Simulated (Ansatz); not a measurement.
# A hypothetical structure for InNi3P

This structure for InNi3P is made up. Its elements were placed in a known structure type with a cell scaled to their sizes. What cell does the guess relax to, and how far off was it?

Main program and level: Ansatz 0.2.0; DFT, PBE, plane-wave PAW, files of the set soft_1, scalar-relativistic, ferromagnetic start, cell and ions relaxed at zero pressure; PAW set soft_1, in the first sound run; inputs show where later runs differ.

## 1. The starting structure

It takes space group Pm-3m (No. 221, cubic). The conventional cell has a = 4.043 Å, b = 4.043 Å, c = 4.043 Å, α = 90.00°, β = 90.00°, γ = 90.00°. Nearest to In lie 12 Ni at 2.86 Å. Nearest to Ni lie 2 P at 2.02 Å and 4 In at 2.86 Å and 8 Ni at 2.86 Å. Nearest to P lie 6 Ni at 2.02 Å. Farther neighbours are not listed.

## 2. Relaxation of the guess

The guessed cell has no reason to be at equilibrium. It is relaxed with the atoms, within the space group of the guess.

File input.yaml:

```yaml
crystal:
  lattice:
    - [4.043, 0.0, 0.0]
    - [0.0, 4.043, 0.0]
    - [0.0, 0.0, 4.043]
  atoms:
    - { symbol: In, position: [0.0, 0.0, 0.0] }
    - { symbol: Ni, position: [0.0, 0.5, 0.5], spin: 1.0 }
    - { symbol: Ni, position: [0.5, 0.0, 0.5], spin: 1.0 }
    - { symbol: Ni, position: [0.5, 0.5, 0.0], spin: 1.0 }
    - { symbol: P, position: [0.5, 0.5, 0.5] }
magnetization:
  spin_polarized: true
kpoints:
  mp_grid: { grid: [7, 7, 7] }
scf:
  occupations: { method: fermi_dirac, width: 0.05 }
hamiltonian:
  xc: pbe
  pseudopotentials: { kind: paw, azcp: { folder: soft_1 } }
relax:
  f_tol: 0.015
  max_steps: 70
  cell: {}
output:
  forces: true
  stress: true
```

The run is started by

```sh
$ ansatz run input.yaml --threads 4 --pin off --max-ram 8192MiB --backend cpu --events-out ev --progress --plain --runs-dir out
```

Numbers of over 12 decimals in the logs are rounded to 6 here.

Output:

```text
Engine: ansatz 0.2.0, aarch64-unknown-linux-gnu
Pseudopotentials: kind: paw
Pseudopotential: In, paw, valence charge 13, recommended cutoff 420 eV (normal), soft_1/In.paw.azcp
Pseudopotential: Ni, paw, valence charge 18, recommended cutoff 420 eV (normal), soft_1/Ni.paw.azcp
Pseudopotential: P, paw, valence charge 5, recommended cutoff 420 eV (normal), soft_1/P.paw.azcp
Functional definition: PBE
  parameter kappa = 0.804
  parameter beta = 0.066725
  exchange = pbe_x(kappa = kappa, mu = beta*pi^2/3)
  correlation = pbe_c(beta = beta)
Crystal: 5 atoms, lattice volume = 66.086 Å³
Basis set: ecut = 420 eV, 1309 PW (Γ), exchange–correlation on 60×60×60 points (8 copies of the dense FFT grid, shifted against one another)
Bands: 45, of which v1, the nominal top of the filled ones, is band 36 counted from 1 (35 counted from 0)
Symmetry: 48 space group operations
Space group: Pm-3m (ITA 221), of the structure as read, at distance tolerance 4.0e-5 Å
Magnetic group: BNS 221.92 (UNI 1594), of the structure as read, at distance tolerance 4.0e-5 Å
k-points: 20 of 343
Non-local potential: In, projectors of the file, l = 0: 2, l = 1: 2, l = 2: 2, l = 3: 1
Non-local potential: Ni, projectors of the file, l = 0: 3, l = 1: 2, l = 2: 3, l = 3: 1
Non-local potential: P, projectors of the file, l = 0: 2, l = 1: 2, l = 2: 1
PAW form: soft (Blöchl's): semilocal exchange-correlation on the pseudo side does not see the compensation charge
PAW one-centre angular grid: In, 590 points (default); XC on 64 Gauss nodes
PAW one-centre angular grid: Ni, 590 points (default); XC on 64 Gauss nodes
PAW one-centre angular grid: P, 110 points (default); XC on 64 Gauss nodes
Initial density: superposition of atomic densities (chi_scale 0.1, normalization cell)
Starting moments: Σ|m| = 3 μB on 3 of 5 sites
Initial wavefunctions: pseudopotential atomic-orbital guess
Functional: x = pbe(κ = 0.804, μ = 0.219515), c = pbe(β = 0.066725)
SCF iter   1: F=—  HF=-23866.205581 eV  |F-HF|=—  |Δ(HF+E_count)|=         —  Δρ=4.86e-2 (↑4.86e-2 ↓4.09e-2)  dr2=2.83e0  dr2_m=8.60e-1  M=1.424 μB ∫|m|=1.881 μB  β_m=0.30  ethr=3.10e-3  ⟨swp⟩=7.8  Hψ=7950  notcnv=0  defer=1
Mixer restart at iter 1: flushing history
preconditioner: auto → Kerker (q_TF=auto, 2.768 Å⁻¹)  [metal: Δε(μ)=0.006 eV  Ē_g=9.958 eV  σ=0.050 eV  W_gap=0.03  n_scr=26 (ndim 8)  ℏωp=31.6 eV  f_vac=0.000  D(μ)=3.45/eV (n_scr^D=26)]
spin=Collinear: Kerker preconditioning applied to the charge; magnetization (m = ρ↑ − ρ↓) channel mixes plain (no charge-response kernel on spin).
SCF iter   2: F=—  HF=-23868.053010 eV  |F-HF|=—  |Δ(HF+E_count)|=    1.85e0  Δρ=5.24e-2 (↑3.03e-2 ↓5.24e-2)  dr2=2.42e0  dr2_m=8.29e-1  M=1.189 μB ∫|m|=1.569 μB  β_m=0.65  ethr=3.10e-3  ⟨swp⟩=2.0  Hψ=2351  notcnv=0  defer=88
SCF iter   3: F=—  HF=-23871.626474 eV  |F-HF|=—  |Δ(HF+E_count)|=    3.57e0  Δρ=4.61e-2 (↑2.22e-2 ↓4.61e-2)  dr2=1.58e0  dr2_m=6.12e-1  M=0.797 μB ∫|m|=1.066 μB  β_m=0.35  ethr=3.10e-3  ⟨swp⟩=3.0  Hψ=2633  notcnv=0  defer=102
SCF iter   4: F=—  HF=-23872.588691 eV  |F-HF|=—  |Δ(HF+E_count)|=   9.62e-1  Δρ=3.18e-2 (↑1.59e-2 ↓3.18e-2)  dr2=7.56e-1  dr2_m=3.01e-1  M=0.461 μB ∫|m|=0.639 μB  β_m=0.49  ethr=2.20e-3  ⟨swp⟩=2.1  Hψ=2362  notcnv=0  defer=107
SCF iter   5: F=—  HF=-23872.793497 eV  |F-HF|=—  |Δ(HF+E_count)|=   2.05e-1  Δρ=2.08e-2 (↑2.08e-2 ↓1.37e-2)  dr2=3.91e-1  dr2_m=8.28e-3  M=0.010 μB ∫|m|=0.058 μB  β_m=0.83  ethr=1.05e-3  ⟨swp⟩=3.3  Hψ=3085  notcnv=0  defer=107
SCF iter   6: F=—  HF=-23872.863361 eV  |F-HF|=—  |Δ(HF+E_count)|=   6.99e-2  Δρ=1.02e-2 (↑1.02e-2 ↓1.02e-2)  dr2=1.64e-1  dr2_m=5.48e-4  M=-0.004 μB ∫|m|=0.015 μB  β_m=0.92  ethr=5.42e-4  ⟨swp⟩=2.1  Hψ=2363  notcnv=0  defer=102
SCF iter   7: F=—  HF=-23872.860567 eV  |F-HF|=—  |Δ(HF+E_count)|=         —  Δρ=2.98e-3 (↑1.28e-3 ↓2.98e-3)  dr2=9.42e-3  dr2_m=5.36e-4  M=0.000 μB ∫|m|=0.008 μB  β_m=0.92  ethr=2.28e-4  ⟨swp⟩=2.1  Hψ=2558  notcnv=0  defer=102
Mixer restart at iter 7: flushing history
SCF iter   8: F=—  HF=-23872.866561 eV  |F-HF|=—  |Δ(HF+E_count)|=   5.99e-3  Δρ=3.81e-3 (↑3.81e-3 ↓3.44e-3)  dr2=1.60e-2  dr2_m=2.34e-5  M=0.000 μB ∫|m|=0.002 μB  β_m=0.92  ethr=1.31e-5  ⟨swp⟩=2.4  Hψ=3619  notcnv=0  defer=102
SCF iter   9: F=—  HF=-23872.861220 eV  |F-HF|=—  |Δ(HF+E_count)|=   5.34e-3  Δρ=8.41e-4 (↑6.65e-4 ↓8.41e-4)  dr2=1.30e-3  dr2_m=5.42e-6  M=0.000 μB ∫|m|=0.001 μB  β_m=0.84  ethr=1.31e-5  ⟨swp⟩=2.0  Hψ=3708  notcnv=0  defer=102
SCF iter  10: F=—  HF=-23872.860935 eV  |F-HF|=—  |Δ(HF+E_count)|=   2.85e-4  Δρ=1.99e-4 (↑1.99e-4 ↓1.48e-4)  dr2=4.87e-5  dr2_m=4.66e-7  M=0.000 μB ∫|m|=0.000 μB  β_m=0.92  ethr=1.81e-6  ⟨swp⟩=2.0  Hψ=2341  notcnv=0  defer=102
SCF iter  11: F=—  HF=-23872.860943 eV  |F-HF|=—  |Δ(HF+E_count)|=   8.22e-6  Δρ=1.06e-4 (↑1.06e-4 ↓1.04e-4)  dr2=1.43e-5  dr2_m=1.09e-8  M=0.000 μB ∫|m|=0.000 μB  β_m=0.85  ethr=6.76e-8  ⟨swp⟩=2.0  Hψ=2501  notcnv=0  defer=102
SCF iter  12: F=—  HF=-23872.860937 eV  |F-HF|=—  |Δ(HF+E_count)|=   5.67e-6  Δρ=2.03e-5 (↑1.83e-5 ↓2.03e-5)  dr2=1.09e-6  dr2_m=1.17e-9  M=0.000 μB ∫|m|=0.000 μB  β_m=0.92  ethr=1.99e-8  ⟨swp⟩=2.1  Hψ=2833  notcnv=0  defer=102
SCF iter  13: F=—  HF=-23872.860937 eV  |F-HF|=—  |Δ(HF+E_count)|=   1.03e-7  Δρ=1.28e-5 (↑1.23e-5 ↓1.28e-5)  dr2=3.20e-7  dr2_m=5.65e-11  M=0.000 μB ∫|m|=0.000 μB  β_m=0.96  ethr=1.51e-9  ⟨swp⟩=1.7  Hψ=1893  notcnv=0  defer=102
SCF iter  14: F=-23872.860937 eV  HF=-23872.860937 eV  |F-HF|=9.19e-9  |Δ(HF+E_count)|=   7.08e-8  Δρ=2.86e-6 (↑2.49e-6 ↓2.86e-6)  dr2=1.34e-8  dr2_m=2.49e-11  M=0.000 μB ∫|m|=0.000 μB  ethr=1.39e-10  ⟨swp⟩=3.0  Hψ=7063  notcnv=0
WARN: the starting moments were not kept: the SCF closed with an absolute magnetisation of 3.6e-6 μB, where they sum to 3 μB in size (3 sites). That is at most 0.1 of that sum. Measured as dr2_m measures the in/out step, that magnetisation stands 4.9e-12 eV from none, at or under the dr2_threshold of 1.0e-7 eV: it is no larger than a step whose dr2_m would equal this threshold. The system may hold no moment; this SCF [...]
SCF 1 converged in 14 iterations: F = -23872.860937 eV  dr2 = 1.34e-8
  greatest PAW one-centre occupation: 1.001 electrons in one spin orbital (limit 2), on the Ni atom at site 3 (counted from 0), in its partial waves of l = 1
relax step   1: F+E_penalty+E_count = -23872.86093712 eV  Δ(F+E_penalty+E_count) = +0.000e0 eV  max|allowed force component| = 4.001e-28 eV/Å  Δτ_max = 0.0000 Å  P = +19.684 GPa  Ω = 66.086 Å³  (14 SCF iters, dr2 threshold 1.00e-7 eV, accepted)
Crystal: 5 atoms, lattice volume = 73.388 Å³
[...]
SCF 3 converged in 9 iterations: F = -23873.321154 eV  dr2 = 1.19e-7
  greatest PAW one-centre occupation: 1.001 electrons in one spin orbital (limit 2), on the Ni atom at site 2 (counted from 0), in its partial waves of l = 1
relax step   3: F+E_penalty+E_count = -23873.32115353 eV  Δ(F+E_penalty+E_count) = -6.396e-3 eV  max|allowed force component| = 3.240e-29 eV/Å  Δτ_max = 0.0000 Å  P = +0.367 GPa  Ω = 74.312 Å³  energy of the carried Pulay correction = -3.302e-3 eV  (9 SCF iters, dr2 threshold 5.00e-7 eV, accepted)
[...]
relax step   4: F+E_penalty+E_count = -23873.32132106 eV  Δ(F+E_penalty+E_count) = -1.675e-4 eV  max|allowed force component| = 1.741e-29 eV/Å  Δτ_max = 0.0000 Å  P = +0.009 GPa  Ω = 74.524 Å³  energy of the carried Pulay correction = -3.382e-3 eV  (7 SCF iters, dr2 threshold 3.37e-7 eV, accepted)
[...]
relax step   5: F+E_penalty+E_count = -23873.32555055 eV  Δ(F+E_penalty+E_count) = -4.229e-3 eV  max|allowed force component| = 4.110e-29 eV/Å  Δτ_max = 0.0000 Å  P = +0.087 GPa  Ω = 74.524 Å³  stress off target by 8.73e-2 GPa  SCF on the basis re-selected at this cell (its energy is not comparable with the rows above)  (12 SCF iters)
[...]
relax step   6: F+E_penalty+E_count = -23873.32554718 eV  Δ(F+E_penalty+E_count) = +3.369e-6 eV  max|allowed force component| = 2.977e-29 eV/Å  Δτ_max = 0.0000 Å  P = +0.003 GPa  Ω = 74.576 Å³  energy of the carried Pulay correction = -1.788e-5 eV  (7 SCF iters, dr2 threshold 1.90e-8 eV, accepted)
iter 1 solved again at ethr=3.84e-7 eV; its pass at ethr=3.10e-3 eV (dr2=2.76e-4 eV) is discarded
SCF iter   1: F=—  HF=-23873.325548 eV  |F-HF|=—  |Δ(HF+E_count)|=         —  Δρ=2.52e-6 (↑2.46e-6 ↓2.52e-6)  dr2=1.21e-8  dr2_m=8.75e-13  M=0.000 μB ∫|m|=0.000 μB  β_m=0.65  ethr=3.84e-7  ⟨swp⟩=3.7  Hψ=13322  notcnv=0
eigensolver tolerance schedule: the retry pair's looser diagonalisation over-reported the residual by 22831.93 of it (diagonalisation noise at an unbounded share of the residual, at the tolerance the schedule requests for it); recorded, not acted on — ethr = c·dr2/N_el stays at c = 1.0e-1
preconditioner: auto → Resta (q_TF=auto, 2.712 Å⁻¹)  ε∞=9.8  [insulator: Δε(μ)=0.256 eV  Ē_g=10.036 eV  σ=0.050 eV  W_gap=0.86  n_scr=26 (ndim 8)  ℏωp=29.8 eV  f_vac=0.000  D(μ)=1.34/eV (n_scr^D=6)  ε∞_Penn≈9.8]
spin=Collinear: Resta preconditioning applied to the charge; magnetization (m = ρ↑ − ρ↓) channel mixes plain (no charge-response kernel on spin).
SCF iter   2: F=—  HF=-23873.325555 eV  |F-HF|=—  |Δ(HF+E_count)|=   6.92e-6  Δρ=3.24e-6 (↑3.24e-6 ↓3.21e-6)  dr2=1.64e-8  dr2_m=2.26e-13  M=0.000 μB ∫|m|=0.000 μB  β_m=0.30  ethr=1.68e-11  ⟨swp⟩=3.9  Hψ=5075  notcnv=0
SCF iter   3: F=—  HF=-23873.325555 eV  |F-HF|=—  |Δ(HF+E_count)|=   4.69e-9  Δρ=9.95e-7 (↑9.95e-7 ↓9.58e-7)  dr2=1.66e-9  dr2_m=3.04e-13  M=0.000 μB ∫|m|=0.000 μB  β_m=0.51  ethr=1.68e-11  ⟨swp⟩=2.0  Hψ=2396  notcnv=0
SCF iter   4: F=—  HF=-23873.325555 eV  |F-HF|=—  |Δ(HF+E_count)|=  2.04e-10  Δρ=1.67e-7 (↑1.67e-7 ↓1.63e-7)  dr2=5.85e-11  dr2_m=1.42e-13  M=0.000 μB ∫|m|=0.000 μB  β_m=0.76  ethr=2.31e-12  ⟨swp⟩=2.4  Hψ=2865  notcnv=0
SCF iter   5: F=—  HF=-23873.325555 eV  |F-HF|=—  |Δ(HF+E_count)|=  6.91e-11  Δρ=1.39e-7 (↑1.39e-7 ↓1.36e-7)  dr2=4.71e-11  dr2_m=1.35e-15  M=0.000 μB ∫|m|=0.000 μB  β_m=0.88  ethr=1.00e-12  ⟨swp⟩=1.0  Hψ=1800  notcnv=0
SCF iter   6: F=—  HF=-23873.325555 eV  |F-HF|=—  |Δ(HF+E_count)|=  2.55e-11  Δρ=1.55e-7 (↑1.55e-7 ↓1.55e-7)  dr2=6.18e-11  dr2_m=3.56e-18  M=0.000 μB ∫|m|=0.000 μB  β_m=0.94  ethr=1.00e-12  ⟨swp⟩=1.0  Hψ=1800  notcnv=0
SCF iter   7: F=—  HF=-23873.325555 eV  |F-HF|=—  |Δ(HF+E_count)|=  7.28e-12  Δρ=1.75e-7 (↑1.75e-7 ↓1.74e-7)  dr2=6.24e-11  dr2_m=1.79e-17  M=-0.000 μB ∫|m|=0.000 μB  β_m=0.97  ethr=1.00e-12  ⟨swp⟩=1.0  Hψ=1801  notcnv=0
SCF iter   8: F=-23873.325555 eV  HF=-23873.325555 eV  |F-HF|=1.82e-11  |Δ(HF+E_count)|=  7.28e-12  Δρ=1.12e-7 (↑1.12e-7 ↓1.12e-7)  dr2=2.57e-11  dr2_m=1.65e-17  M=0.000 μB ∫|m|=0.000 μB  ethr=1.00e-12  ⟨swp⟩=2.9  Hψ=5369  notcnv=0
the starting moments were not kept: the SCF closed with an absolute magnetisation of 2.1e-9 μB, where they sum to 3 μB in size (3 sites). That is at most 0.1 of that sum. Measured as dr2_m measures the in/out step, that magnetisation stands 1.3e-18 eV from none, at or under the dr2_threshold of 5.0e-11 eV: it is no larger than a step whose dr2_m would equal this threshold.
SCF 7 converged in 8 iterations: F = -23873.325555 eV  dr2 = 2.57e-11
relax step   7: F+E_penalty+E_count = -23873.32555465 eV  Δ(F+E_penalty+E_count) = -7.468e-6 eV  max|allowed force component| = 8.257e-30 eV/Å  Δτ_max = 0.0000 Å  P = +0.003 GPa  Ω = 74.576 Å³  stress off target by 2.74e-3 GPa  SCF on the basis re-selected at this cell (its energy is not comparable with the rows above)  (8 SCF iters)
basis re-selected at this cell: Δ(F+E_penalty+E_count) = -7.468e-6 eV, ΔP = +0.000 GPa vs the last step (what re-selecting the basis moved, of the pressure what is left beyond the Pulay correction that the steps carried, after the strain that the cell walked since its last selection, with what the two solves' SCF thresholds leave and, on support functions, any second-order correction that the steps lacked; it is no m [...]
SCF converged after 8 iterations
Magnetization: 0.0000 μB (36.0000 up, 36.0000 down)
Absolute magnetization: 0.0000 μB (∫|ρ↑−ρ↓|, with the PAW one-centre terms)
Spin contamination: 0.0000 ħ² per cell (⟨S²⟩ above its minimum at these occupations)
Per-site moments (μB) at R_I (Å): [(-4.347404629686726e-11, 1.227746), (4.189372572465457e-10, 0.868148), (4.1893768620254957e-10, 0.868148), (4.189374347473811e-10, 0.868148), (-2.598961422557233e-10, 0.868148)]
Free energy (F): -23873.325555 eV
Harris-Foulkes:  -23873.325555 eV  (|F-HF|=1.82e-11)
Internal energy: -23873.311440 eV  (E = F + TS)
E sigma→0 (E₀):  -23873.318497 eV
Entropy (-TS):   -0.014115 eV (-2.823 meV/atom)
Fermi energy:    13.566414 eV
--- Per-component energies (eV) ---
  E_band       = -1054.996197
  E_kinetic    = 1317.012541
  E_local      = -11579.119937  (includes V_loc(G=0)·N_el)
  E_nonlocal   = 11.725407
  E_hartree    = 5943.711718
  E_xc         = -554.212306
  E_vxc        = -587.043415  (∫ρ·V_xc dr)
  E_paw        = -9750.733721  (= ΣΔE_a)
  E_vpaw       = -2104.996472  (= ΣTr[D̂ρ^β])
  E_aug_tail   = 0.002976  (compensation charges beyond the density's cutoff)
  E_ewald      = -9261.698119
  E_smearing   = -0.014115  (= −TS)
  E_closure    = -0.000000  (closes the sum)
  Σ components = -23873.325555   (vs F -23873.325555, Δ=0.00e0)
--- Forces (eV/Å), atoms counted from 1 ---
  atom   1  In     0.00000000     0.00000000     0.00000000
  atom   2  Ni    -0.00000000    -0.00000000    -0.00000000
  atom   3  Ni     0.00000000    -0.00000000     0.00000000
  atom   4  Ni     0.00000000     0.00000000    -0.00000000
  atom   5  P     -0.00000000     0.00000000    -0.00000000
  max |Σ_I F_I| component: 2.18e-29 eV/Å
--- Stress (GPa, compression-positive) ---
        0.002740      -0.000000       0.000000
       -0.000000       0.002740      -0.000000
        0.000000      -0.000000       0.002740
  P = ⅓ Tr σ = 0.0027 GPa (0.027 kbar)
--- Relaxed structure (5 steps of the walk, 5 accepted, 2 SCFs on fresh bases) ---
  F+E_penalty+E_count = -23873.32555465 eV   max|allowed force component| = 8.257e-30 eV/Å   (the final SCF, on the basis selected at the relaxed cell)
  cell:  # Å, volume = 74.5760 Å³
    - [4.209201, 0, 0]
    - [0, 4.209201, 0]
    - [0, 0, 4.209201]
  atoms:
    - { symbol: In, position: [0, 0, 0] }
    - { symbol: Ni, position: [0, 0.5, 0.5] }
    - { symbol: Ni, position: [0.5, 0, 0.5] }
    - { symbol: Ni, position: [0.5, 0.5, 0] }
    - { symbol: P, position: [0.5, 0.5, 0.5] }
```

Run time: 15 s. Hardware: 4 threads of Arm Neoverse V2, shared host; peak memory 0.46 GiB.

Step by step:

| step | energy less that of the first step (eV) | largest force component (eV/Å) | pressure (GPa) | volume (Å³) |
| --- | --- | --- | --- | --- |
| 1 | 0.0000 | 0.0000 | 19.68 | 66.09 |
| 2 | -0.4538 | 0.0000 | 1.99 | 73.39 |
| 3 | -0.4602 | 0.0000 | 0.37 | 74.31 |
| 4 | -0.4604 | 0.0000 | 0.01 | 74.52 |
| 5* | -0.4646 | 0.0000 | 0.09 | 74.52 |
| 6 | -0.4646 | 0.0000 | 0.00 | 74.58 |
| 7* | -0.4646 | 0.0000 | 0.00 | 74.58 |

Relaxation steps marked * repeat the geometry before them on a plane-wave basis chosen anew for their cell, so energy and pressure can jump there.

The run keeps the 48 symmetry operations that it works with, so distortions that break them were not tested.

| conventional cell, symmetrised | before | after | change |
| --- | --- | --- | --- |
| a (Å) | 4.043 | 4.209 | +4.1 % |
| b (Å) | 4.043 | 4.209 | +4.1 % |
| c (Å) | 4.043 | 4.209 | +4.1 % |
| volume (Å³/atom) | 13.22 | 14.92 | +12.8 % |

The relaxed structure:

```xyz
5
Lattice="4.2092 0.0000 0.0000 0.0000 4.2092 0.0000 0.0000 0.0000 4.2092" Properties=species:S:1:pos:R:3 pbc="T T T"
In    0.0000    0.0000    0.0000
Ni    0.0000    2.1046    2.1046
Ni    2.1046    0.0000    2.1046
Ni    2.1046    2.1046    0.0000
P     2.1046    2.1046    2.1046
```

Numbers from this step:

| Item | Value |
| --- | --- |
| free energy | -23873.3256 eV |
| energy at zero smearing | -23873.3185 eV |
| smearing term TS | 0.01411 eV |
| Fermi energy | 13.57 eV |
| gap by band count | 0.2560 eV |
| electrons | 72 |
| symmetry operations | 48 |
| pressure | 0.002740 GPa |

The shortest distance of each pair, which need not be the same contact before and after:

| pair | guess (Å) | relaxed (Å) |
| --- | --- | --- |
| Ni–P | 2.022 | 2.105 |
| In–Ni | 2.859 | 2.976 |
| Ni–Ni | 2.859 | 2.976 |
| In–P | 3.501 | 3.645 |
| In–In | 4.043 | 4.209 |

The relaxation ends with a pressure of 0.00 GPa. No moment survives the cycle: this start ends non-magnetic.

[end of part 1 of 2]

[Logs are printed without paths, hosts, clocks, repeated set-up lines and the standing remarks that a program may print on its own settings, such as how far it seeks lower states.]

[Hosts, paths, dates, database ids (printed as entryN), source tags and the programs' standing remarks are cut or masked in the printed files.]
